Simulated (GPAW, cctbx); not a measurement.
## How far are the atoms of Hf2Pt from free atoms?

Question: by how much does bonding change the X-ray structure factors of Hf2Pt, how firmly does DFT give the change, and what does a routine refinement make of it?

The start was made by putting kin elements into a known structure type; the compound need not exist, or be stable, in this form. All numbers below are calculated.

## 1. Relax the structure

The density hangs on the geometry, so cell and atoms are relaxed first, with the symmetry held. The cutoff is set higher than for the density because stress converges slowly with plane waves.

Settings: GPAW 26.7.0, PBE, 570 eV, 5×5×5 k-points, Fermi–Dirac width 0.1 eV, BFGS to 0.03 eV/Å.

```text
cell
1.0
     0.000000000    3.096500000    3.096500000
     3.096500000    0.000000000    3.096500000
     3.096500000    3.096500000    0.000000000
Pt Hf
1 2
Direct
0.000000000 0.000000000 0.000000000
0.750000000 0.750000000 0.750000000
0.250000000 0.250000000 0.250000000
```

```console
$ OMP_NUM_THREADS=1 mpirun -n 4 gpaw python run.py > gpaw.log
```

```text
BFGS:    0      -22.515045        2.829990
BFGS:    1      -22.799048        1.861729
BFGS:    2      -23.035439        0.205965
BFGS:    3      -23.038742        0.018452
cell  4.5697 4.5697 4.5697  60.00 60.00 60.00
volume 67.478 A^3, largest force 0.000 eV/A, largest stress 0.13 GPa
```

The cell moved far, while the k-mesh and basis were chosen for the start, so the final shape may be somewhat biased.

After 3 steps the volume has changed by +13.6 % and the energy by -0.524 eV; the largest stress left is 0.13 GPa. It took 21 s on 4 cores of Intel(R) Xeon(R) Platinum 8488C (Sapphire Rapids) (shared host), peak memory 0.79 GiB.

Relaxed structure: Fm-3m (no. 225), a = 6.4626 Å, b = 6.4626 Å, c = 6.4626 Å, α = 90.00°, β = 90.00°, γ = 90.00°.

```
atom  mult.    x    y    z
 Pt1      4    0    0    0
 Hf1      8  1/4  1/4  3/4
```

## 2. The all-electron density

X-rays see the whole electron density, so the PAW density is rebuilt with its core regions. Subtracting spherical free atoms from the same code cancels the cores and leaves the deformation density Δρ, the part due to bonding.

Settings: PBE, 450 eV, 6×6×6 k-points, Fermi–Dirac width 0.1 eV; primitive cell of 3 atoms.

```console
$ OMP_NUM_THREADS=1 mpirun -n 4 gpaw python run.py > gpaw.log
```

```text
|iter:   1|       0s |  -24.276745 | +0.07 |       |
|iter:   2|       0s |  -23.894059 | -1.99 | -1.09 |
|iter:   3|       0s |  -23.093894 | -1.60 | -1.14 |
...
|iter:   9|       2s |  -22.957188c| -6.67 | -4.13c|
|iter:  10|       3s |  -22.957190c| -6.90 | -4.50c|
|iter:  11|       3s |  -22.957190c| -7.62c| -5.88c|
```

```text
grid (48, 48, 48)  electrons 222.000  moved by bonding 1.136 e
deformation density beyond 0.5 A of the nuclei: max 0.094, min -0.285 e/A^3
atom        x       y       z   Voronoi charge  moment
Pt1    0.0000  0.0000  0.0000     -0.319       0.00
Hf2    0.7500  0.7500  0.7500      0.160       0.00
Hf3    0.2500  0.2500  0.2500      0.160       0.00
mean inner potential of superposed free atoms 25.980 V
total magnetic moment 0.000 muB
```

Deformation density in a plane through the shortest contact of the Pt atom at the origin, in 0.01 e/Å³ (clipped at ±99); x from -1.6 to 4.4 Å, y from 2.4 down to -2.4 Å:

```text
 -6   .   .   4  -6  -5  -2  -1  -1  -1  -1  -2  -4  -7   3   .
 -3  -1  -8  -4  -3  -1   0   0  -1  -1  -1  -1  -2  -3  -4   1
 -1  -2  -1   3   4   4   3   1   0  -2  -3  -2  -1   0  -1  -4
  2   4   7   7   6   4   4   3   1  -3  -6  -5  -2   0   0  -2
  3   7   4  -1  -7  -8   1   5   2  -4  -4  -1  -3  -3  -1  -1
  4   7  -2 -16   . -27  -4   6   3  -4   4   .   1  -4  -5  -2
  4   7  -5   .   .   .  -5   7   4  -6   .   .   .   0  -6  -3
  3   6  -4 -27   . -16  -2   7   4  -4   0   .  -5  -4  -4  -2
  2   5   1  -8  -7  -1   4   7   3  -2  -3  -5  -4  -1   1   1
  0   3   4   4   6   7   7   4   2   0   1   2   5   7   5   4
  0   1   3   4   4   3  -1  -2  -1   2   5   7   6   3   1   3
 -1   0   0  -1  -3  -4  -8  -1  -3   1   7   4  -4 -14 -21  -6
 -1  -1  -2  -5  -6   4   .   .  -6   1   7   1 -17   .   . -13
```

Atoms in or within 0.15 Å of the plane: Pt (0.0, 0.0), Hf (2.8, 0.0) Å. Dots mark points within about 0.45 Å of a nucleus; large values next to them are atomic features.

Pt gains most (-0.32 e) and Hf loses most (+0.16 e), as electronegativity suggests. Along the shortest contact from the Pt atom at the map's origin, Pt–Hf at 2.80 Å, Δρ is +0.07 e/Å³ at the midpoint: a modest build-up. At the midpoints of other shortest contacts it is +0.01 (Hf–Hf, 3.23 Å) e/Å³. Point values carry grid noise of about 0.01 e/Å³. The run needed 11 iterations, 11 s.

## 3. From the density to structure factors

The Fourier components of Δρ, added to those of the free atoms, give the static X-ray structure factors; the Mott–Bethe relation turns them into the Fourier components V of the potential that fast electrons feel.

```text
static structure factors of the conventional cell: F in electrons, V (Mott-Bethe) in volts
   h  k  l      d  |F| table  |F| free   |F| DFT   change   |V| free  |V| DFT  change %
   1  1  1  3.7312   286.431   286.181   286.400    0.220     6.104    6.052     -0.9
   0  2  0  3.2313   231.901   231.979   231.897   -0.083     5.678    5.692      0.3
   0  2  2  2.2849   735.710   734.735   732.947   -1.788    13.588   13.746      1.2
   1  3  1  1.9485   247.300   247.073   245.626   -1.448     4.186    4.280      2.2
   2  2  2  1.8656   206.103   205.274   206.202    0.928     3.471    3.416     -1.6
   0  4  0  1.6156   659.356   658.078   658.053   -0.025    10.192   10.193      0.0
   1  3  3  1.4826   223.973   223.700   223.762    0.062     3.296    3.294     -0.1
   0  4  2  1.4451   186.876   186.340   186.731    0.391     2.754    2.740     -0.5
   2  4  2  1.3192   604.690   603.879   604.283    0.404     8.396    8.384     -0.1
   3  3  3  1.2437   207.135   207.026   207.699    0.674     2.757    2.740     -0.6
   1  5  1  1.2437   207.135   207.026   207.056    0.030     2.757    2.757     -0.0
   0  4  4  1.1424   562.696   562.198   562.480    0.281     7.221    7.215     -0.1
   1  5  3  1.0924   194.097   194.126   194.518    0.392     2.389    2.381     -0.3
   2  4  4  1.0771   159.706   159.173   158.771   -0.402     2.065    2.073      0.4
```

The largest X-ray change is -1.79 e on 022, 0.2 % of |F|. For electrons V goes as (Z − F)/g², so a change of F counts against Z − F, which is small at low angle and wherever the atoms' terms cancel: |V| of 131 moves by +2.2 % (4.19 to 4.28 V) against -0.6 % in |F|. The tabulated Hartree–Fock atoms differ from the free DFT atoms by up to 1.28 e, so the choice of reference atom matters too.

## 4. The functional ladder

The same geometry is run with other functionals, to see whether the bonding signal is larger than the spread between approximations. Free atoms are LDA for LDA and PBE otherwise; meta-GGAs and hybrids keep PBE cores. Any other changed setting is in the row's label.

| run | ΔF 022 (e) | ΔF 131 (e) | ΔF 222 (e) | q(Pt) (e) | moved (e) | time |
| --- | --- | --- | --- | --- | --- | --- |
| PBE | -1.788 | -1.448 | +0.928 | -0.319 | 1.136 | 11 s |
| LDA | -1.740 | -1.421 | +0.861 | -0.311 | 1.092 | 9.6 s |
| r2SCAN | -1.751 | -1.519 | +1.147 | -0.400 | 1.251 | 16 s |

At the base's settings ΔF(022) spans -1.788 to -1.740 e, a spread of 3 % of the PBE value; over the three listed reflections the spread is at most 31 %, so the sign holds and the size hangs on the functional. Times are from shared hosts.

## 5. Refining ordinary atoms against data with bonding

Routine crystallography fits spherical atoms. To see the bias, intensities are simulated from tabulated atoms plus the DFT change ΔF, so that bonding alone can misfit (3118 reflections of the full sphere, merged to the counts below, to 0.45 Å, 0.5 % proportional noise plus counting noise, assumed isotropic U as listed, Δρ smeared by the mean U) and refined with cctbx over different ranges.

| range | data | R1 | GooF | U Pt1 (true 0.0034) | U Hf1 (true 0.0035) | largest shift (Å) | Δρ max, min (e/Å³) |
| --- | --- | --- | --- | --- | --- | --- | --- |
| all data | 110 | 0.0018 | 1.26 | 0.0034 | 0.0035 | 0.0000 | 0.35, -0.57 |
| low resolution, d > 0.84 | 25 | 0.0017 | 1.76 | 0.0033 | 0.0034 | 0.0000 | 0.18, -0.19 |
| high order, d < 0.75 | 79 | 0.0020 | 1.05 | 0.0034 | 0.0035 | 0.0000 | 0.26, -0.60 |
| occupancies free, d > 0.7 | 38 | 0.0015 | 1.52 | 0.0033 | 0.0035 | 0.0000 | 0.22, -0.25 |

With all data GooF is 1.26, diluted by the many high-angle data; the misfit shows at low resolution; the top residual peak, near noise level, lies 0.56 Å from Hf and 2.66 Å from Pt. No U is off by more than 3 s.u. at low resolution. Symmetry fixes every coordinate, so the shifts are zero by construction. With Pt1 held at 1 and the scale free, the other occupancies refine to Hf1 1.002(0.001), within three s.u. of full.

## 6. Answer

Bonding moves 1.14 e in the primitive cell of Hf2Pt and changes the structure factors of the conventional cell in the table above by at most 1.79 e (022, 0.2 %), and among reflections above 2 % of the strongest by up to 0.6 % (131). The shortest bond, Pt–Hf, has Δρ = +0.07 e/Å³ at its midpoint. At the base's settings ΔF(022) spans -1.788 to -1.740 e, a spread of 3 % of the PBE value; over the three listed reflections the spread is at most 31 %, so the sign holds and the size hangs on the functional. With all data GooF is 1.26, diluted by the many high-angle data. Limits: static density, frozen cores, no spin–orbit coupling.

[Outputs are excerpts: Python notices, other lines and further rows are left out; steps that failed or that the build refused (PBEsol, TPSS) are not shown.]

[Logs are printed without paths, hosts, clocks, repeated set-up lines and the standing remarks that a program may print on its own settings, such as how far it seeks lower states.]
